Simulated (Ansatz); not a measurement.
Consider RbRuF3 (cubic perovskite) (Pm-3m).

The structure was built from a prototype and need not be the compound's stable phase.

Symmetry: Pm-3m, No. 221, cubic system. Conventional cell: a = 4.113 Å, b = 4.113 Å, c = 4.113 Å, α = 90.00°, β = 90.00°, γ = 90.00°. Nearest to Rb lie 12 F at 2.91 Å. Nearest to Ru lie 6 F at 2.06 Å. Nearest to F lie 2 Ru at 2.06 Å and 4 Rb at 2.91 Å. Farther neighbours and most contacts between anions are not listed.

```yaml
crystal:
  lattice:
    - [0.00000, -4.11262, 0.00000]
    - [0.00000, 0.00000, 4.11262]
    - [-4.11262, 0.00000, 0.00000]
  atoms:
    - { symbol: Rb, position: [0.00000, 0.00000, 0.00000] }
    - { symbol: Ru, position: [0.50000, 0.50000, 0.50000] }
    - { symbol: F, position: [0.50000, 0.50000, 0.00000] }
    - { symbol: F, position: [0.50000, 0.00000, 0.50000] }
    - { symbol: F, position: [0.00000, 0.50000, 0.50000] }
```

The structure was relaxed with LDA. The structure type comes from a generator and need not be one that this composition takes. The structure was generated from a model, not taken from a measurement. The runs that relaxed it are not among those shown. The program's search for lower electronic states was switched off, so nothing shows that the state found is the lowest. PAW set soft_2, made with PBE.

A constrained-RPA run (Ansatz 0.2.0; non-magnetic LDA; Ru d, bands v3 to c2, 4×4×4 mesh, medium accuracy) builds 5 functions on bands 4.7 eV wide, with 6.0 electrons in the window. The bare on-site interaction is 14.6 eV and the bare J 0.52 eV.

What U and J survive the screening?

On the Ru d shell, U = 5.31 eV (36 % of the bare value), U′ = 4.50 eV, J = 0.39 eV.

The parent state is non-magnetic and the interaction static (zero frequency); U depends on the window and the orbitals, so it belongs to this model alone.

[Paths, hosts, dates, memory and timing lines, banners, echoed tables and standing remarks are left out of the program output.]

[Logs are printed without paths, hosts, clocks, repeated set-up lines and the standing remarks that a program may print on its own settings, such as how far it seeks lower states.]

[Runs of the session that timed out or met a known fault of the program may be left out.]

[Hosts, paths, dates, database ids (printed as entryN), source tags and the programs' standing remarks are cut or masked in the printed files.]
